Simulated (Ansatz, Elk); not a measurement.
# LaCr: X-ray structure factors from the self-consistent density, part 2 of 2

The structure of LaCr used here is made up (a known structure type with other elements) and was relaxed beforehand with PBEsol. The aim is the Fourier transform of its all-electron density, F(hkl), set beside the sum over free spherical atoms that refinements use.

Elk 11.2.3 (patched build); all-electron DFT.

So far: Set-up; Ground state and structure factors; The magnetisation density; The highest occupied states alone.

The structure was built from a prototype and need not be the compound's stable phase.

### Step 5. Another functional

Level of this step: DFT, LDA (Perdew-Wang), all-electron APW+lo, Dirac cores, scalar-relativistic bands, static density, ferromagnetic start (Elk).

The difference from free atoms is small, so it is set against the change that LDA (Perdew-Wang) makes.

The input, elk.in:

```
tasks
  0
  195
  196

xctype
  3

spinpol
  .true.

rgkmax
  7.0

gmaxvr
  14.0

lmaxo
  7

lmaxapw
  8

swidth
  0.002

tshift
  .false.

ramdisk
  .false.

hmaxvr
  5.5

maxscl
  120

epspot
  1e-06

reducebf
  0.8

sppath
  './'

avec
  0.00000000000 5.72328006397 5.72328006397
  5.72328006397 -0.00000000000 5.72328006397
  5.72328006397 5.72328006397 -0.00000000000

atoms
  2
  'La.in'
  1
  -0.0000000000 0.0000000000 0.0000000000   0.000000 0.000000 0.000000
  'Cr.in'
  1
  0.5000000000 0.5000000000 0.5000000000   0.000000 0.000000 -0.180000

ngridk
  6 6 6
```

Run with:

```bash
> OMP_NUM_THREADS=4 elk
```

Numbers of over 12 decimals in the logs are rounded to 6 here.

Log:

```text
┌─────────────────────────┐
│ Elk code version 11.2.3 │
└─────────────────────────┘

All units are atomic (Hartree, Bohr, etc.)

┌─────────────────────────────────────────────────┐
│ Ground-state run starting from atomic densities │
└─────────────────────────────────────────────────┘

Lattice vectors :
   0.000000000       5.723280064       5.723280064
   5.723280064      -0.000000000       5.723280064
   5.723280064       5.723280064      -0.000000000

Reciprocal lattice vectors :
 -0.5489147165      0.5489147165      0.5489147165
[...]
total calculated charge     :    80.99939498
 total charge                :    81.00000000
 error                       :   0.6050215955E-03

Moments :
 interstitial                :   0.3383767409
 muffin-tins
  species : 1 (La)
   atom 1                    :   0.4425054387E-01
  species : 2 (Cr)
   atom 1                    :    3.368726268
 total in muffin-tins        :    3.412976812
 total moment                :    3.751353553

┌──────────────────────────────┐
│ Self-consistent loop stopped │
└──────────────────────────────┘

Warning : core states of species 1 leak from the muffin-tin :   0.2199752298E-03

Wrote STATE.OUT
[key lines of the parts left out:]
total energy                :     -9540.0473563841
```

It took 32 s on 4 threads of Intel Xeon Platinum 8375C at 2.90GHz (Ice Lake), shared host; peak memory 0.18 GiB.

Against the first run R = 0.03 %; the largest change is +0.031 at 200. The moment goes from 3.82 to 3.75 μB.

### Step 6. Basis size

A smaller basis shows how fast F responds to it; the change is likely larger than the basis error of the first run, but doesn't show convergence.

Changes to elk.in since step 5:

```diff
@@ -6,3 +6,3 @@
 xctype
-  3
+  20
 
@@ -12,3 +12,3 @@
 rgkmax
-  7.0
+  5.5
```

Run with:

```bash
> OMP_NUM_THREADS=4 elk
```

Log:

```text
┌─────────────────────────┐
│ Elk code version 11.2.3 │
└─────────────────────────┘

All units are atomic (Hartree, Bohr, etc.)

┌─────────────────────────────────────────────────┐
│ Ground-state run starting from atomic densities │
└─────────────────────────────────────────────────┘

Lattice vectors :
   0.000000000       5.723280064       5.723280064
   5.723280064      -0.000000000       5.723280064
   5.723280064       5.723280064      -0.000000000

Reciprocal lattice vectors :
 -0.5489147165      0.5489147165      0.5489147165
[...]
total calculated charge     :    80.99970667
 total charge                :    81.00000000
 error                       :   0.2933319030E-03

Moments :
 interstitial                :   0.3940304014
 muffin-tins
  species : 1 (La)
   atom 1                    :   0.6376900545E-01
  species : 2 (Cr)
   atom 1                    :    3.486825084
 total in muffin-tins        :    3.550594089
 total moment                :    3.944624491

┌──────────────────────────────┐
│ Self-consistent loop stopped │
└──────────────────────────────┘

Warning : core states of species 1 leak from the muffin-tin :   0.2196934870E-03

Wrote STATE.OUT
[key lines of the parts left out:]
total energy                :     -9548.3892272954
```

Elapsed: 51 s, on 4 threads; peak memory 0.27 GiB; 2.6 min of CPU time.

Against the first run R = 0.02 %; the largest change is -0.056 at 200. The moment goes from 3.82 to 3.94 μB.

### Step 7. Basis size

The basis and the expansions that go with it are enlarged, to see whether the differences are converged.

Changes to elk.in since step 6:

```diff
@@ -12,12 +12,12 @@
 rgkmax
-  5.5
+  8.5
 
 gmaxvr
-  14.0
+  18.0
 
 lmaxo
-  7
+  9
 
 lmaxapw
-  8
+  10
```

Run with:

```bash
> OMP_NUM_THREADS=4 elk
```

Log:

```text
┌─────────────────────────┐
│ Elk code version 11.2.3 │
└─────────────────────────┘

All units are atomic (Hartree, Bohr, etc.)

┌─────────────────────────────────────────────────┐
│ Ground-state run starting from atomic densities │
└─────────────────────────────────────────────────┘

Lattice vectors :
   0.000000000       5.723280064       5.723280064
   5.723280064      -0.000000000       5.723280064
   5.723280064       5.723280064      -0.000000000

Reciprocal lattice vectors :
 -0.5489147165      0.5489147165      0.5489147165
[...]
total calculated charge     :    80.99981552
 total charge                :    81.00000000
 error                       :   0.1844795469E-03

Moments :
 interstitial                :   0.2578961192
 muffin-tins
  species : 1 (La)
   atom 1                    :   0.1022164897E-01
  species : 2 (Cr)
   atom 1                    :    3.529728395
 total in muffin-tins        :    3.539950043
 total moment                :    3.797846163

┌──────────────────────────────┐
│ Self-consistent loop stopped │
└──────────────────────────────┘

Warning : core states of species 1 leak from the muffin-tin :   0.2195919037E-03

Wrote STATE.OUT
[key lines of the parts left out:]
total energy                :     -9548.4844740150
```

Run time: 1.7 min. Hardware: 4 threads; peak memory 0.53 GiB; 5 min of CPU time.

Against the first run R = 0.01 %; the largest change is -0.013 at 422. The moment goes from 3.82 to 3.80 μB.

### Step 8. Settings against the effect

| run | R against the first run (%) | R against neutral atoms, low angle (%) | wall time |
| --- | --- | --- | --- |
| PBE, rgkmax 7 | 0.00 | 0.51 | 35 s |
| LDA (Perdew-Wang) | 0.03 | 0.54 | 32 s |
| rgkmax 5.5 | 0.02 | 0.54 | 51 s |
| rgkmax 8.5 with larger expansions | 0.01 | 0.50 | 1.7 min |

### Step 9. Results

| Property | Result |
| --- | --- |
| R against neutral atoms, sin θ/λ < 0.3 Å⁻¹ | 0.51 % |
| R against neutral atoms, 0.3 to 0.83 Å⁻¹ | 0.13 % |
| magnetic form factor over free-ion ⟨j0⟩, 0.12 to 0.35 Å⁻¹ | 0.88 |

What this shows: Independent neutral atoms miss the calculated amplitudes by R = 0.51 % below 0.3 Å⁻¹ and 0.13 % from there to 0.83 Å⁻¹; by shells, 0.78 % below 0.15 Å⁻¹ (1 form), 0.49 % 0.15 to 0.3 (4 forms), 0.08 % 0.3 to 0.45 (6 forms), 0.14 % above 0.45 (35 forms). Bonding, aspherical density and the tables' own atoms all enter these figures, and the runs don't part them. The largest change of an amplitude is -0.28 electrons, at 200. The magnetic order is that of the start. No other order was tried here, and an antiferromagnetic one would change or move the magnetic intensity. Between 0.12 and 0.35 Å⁻¹ the magnetic form factor is 0.88 times the free-ion one. The sphere holds 3.52 of the 3.82 μB; that share, the choice of ion, the size of the d shell and its asphericity all move this ratio. The window's part falls from 9.0 electrons at the origin to at most 0.49 between 0.45 and 0.83 Å⁻¹. Below 0.3 Å⁻¹ the changes that finished (LDA (Perdew-Wang), rgkmax 5.5 and rgkmax 8.5 with larger expansions) move F by R = 0.05 % at most, against the 0.51 % that separates it from free atoms. The magnetic factors move by R = 4.1 % (LDA (Perdew-Wang)), 2.1 % (rgkmax 5.5) and 0.6 % (rgkmax 8.5 with larger expansions), so they aren't settled to better than that. The k-mesh has no finished test. Part of the difference isn't bonding: the tables are fits to free atoms and ions calculated by other methods than this functional. Thermal motion, anomalous dispersion and extinction are left out.

[Logs are printed without paths, hosts, clocks, repeated set-up lines and the standing remarks that a program may print on its own settings, such as how far it seeks lower states.]

[Hosts, paths, dates, database ids (printed as entryN), source tags and the programs' standing remarks are cut or masked in the printed files.]
